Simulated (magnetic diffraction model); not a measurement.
# Nd2ZnCo2S8: the ordered moment from one line

Space group Imm2 (no. 44), a = 7.1910 Å, b = 8.0540 Å, c = 10.7960 Å.

```csv
site,atom,x,y,z
4d,Nd,1/2,0.2378,0.5051
2b,Zn,1/2,0,0.1469
4c,Co,0.7474,0,0.7518
4c,S,0.7647,0,0.9942
4d,S,1/2,0.7956,0.7356
4d,S,0,0.7819,0.7627
4c,S,0.2506,0,0.5144
```

This is a made-up structure (elements placed in a structure type, unrelaxed), so the numbers test the method and describe no known phase.

Only Nd and Co are taken to order (form factors of Nd3+ and Co4+); orders and moment sizes are assumed, and not adapted to the symmetry. Radiation: neutrons of λ = 1.8 Å, 3° to 40°; isotropic B of 0.28 Å² (Nd), 0.36 Å² (Zn), 0.46 Å² (Co) and 0.45 Å² (S). Simulated constant-wavelength pattern: nuclear and magnetic terms add, the magnetic one as |2.695 fm × Σ f S⊥ exp(2πi Q·r) exp(−B s²)|², summed over all Q at one angle with the factor 1/(sin²θ cos θ). For collinear order S is the moment m, which repeats by lattice and centring translations R with the sign exp(−2πi k·R). Free-ion form factors, Sears's scattering lengths of 1992, no absorption; a label names one of the reflections at its angle. The strongest nuclear line in the range is 100, and lines under 0.2 are left out.

In a first state the assumed order is k = (1/2 1/2 1), collinear moments along [110], 2 μB on Nd and 4.38 μB on Co; signs + at (1/2, 0.2378, 0.5051), − at (1/2, 0.7622, 0.5051), + at (0.7474, 0, 0.7518), + at (0.2526, 0, 0.7518), with this pattern:

| 2θ (°) | index | nuclear | magnetic |
| --- | --- | --- | --- |
| 9.62 | (1/2 -1/2 0) | 0.0 | 361.9 |
| 13.58 | (1/2 1/2 1) | 0.0 | 102.5 |
| 16.03 | (0 1 1) | 9.1 | 0.0 |
| 17.30 | (1 0 1) | 74.6 | 0.0 |
| 19.20 | (0 0 2) | 19.9 | 0.0 |
| 19.32 | (1 1 0) | 14.5 | 0.0 |
| 20.61 | (1/2 3/2 0) | 0.0 | 1.5 |
| 21.51 | (1/2 -1/2 2) | 0.0 | 15.7 |
| 22.59 | (3/2 1/2 0) | 0.0 | 1.7 |
| 22.77 | (1/2 -3/2 1) | 0.0 | 50.6 |
| 24.58 | (3/2 -1/2 1) | 0.0 | 44.0 |
| 25.83 | (0 2 0) | 0.9 | 0.0 |
| 27.36 | (1 1 2) | 11.9 | 0.0 |
| 28.31 | (1/2 3/2 2) | 0.0 | 35.1 |
| 28.99 | (2 0 0) | 18.2 | 0.0 |
| 29.15 | (3/2 -3/2 0) | 0.0 | 29.2 |
(The table stops after 16 lines; 20 more lie at higher angle.)

**Question.** Nearer the ordering temperature the line at 9.62° has total intensity 177.6 on the same scale, and all moments have shrunk alike. How large is the Nd moment?

The nuclear part, 0.0, stays, so the magnetic part is 177.6 against 361.9. It goes as m², so m = 2 × √(177.6/361.9) = 1.40 μB; the value used was 1.4 μB.

[Logs are printed without paths, hosts, clocks, repeated set-up lines and the standing remarks that a program may print on its own settings, such as how far it seeks lower states.]
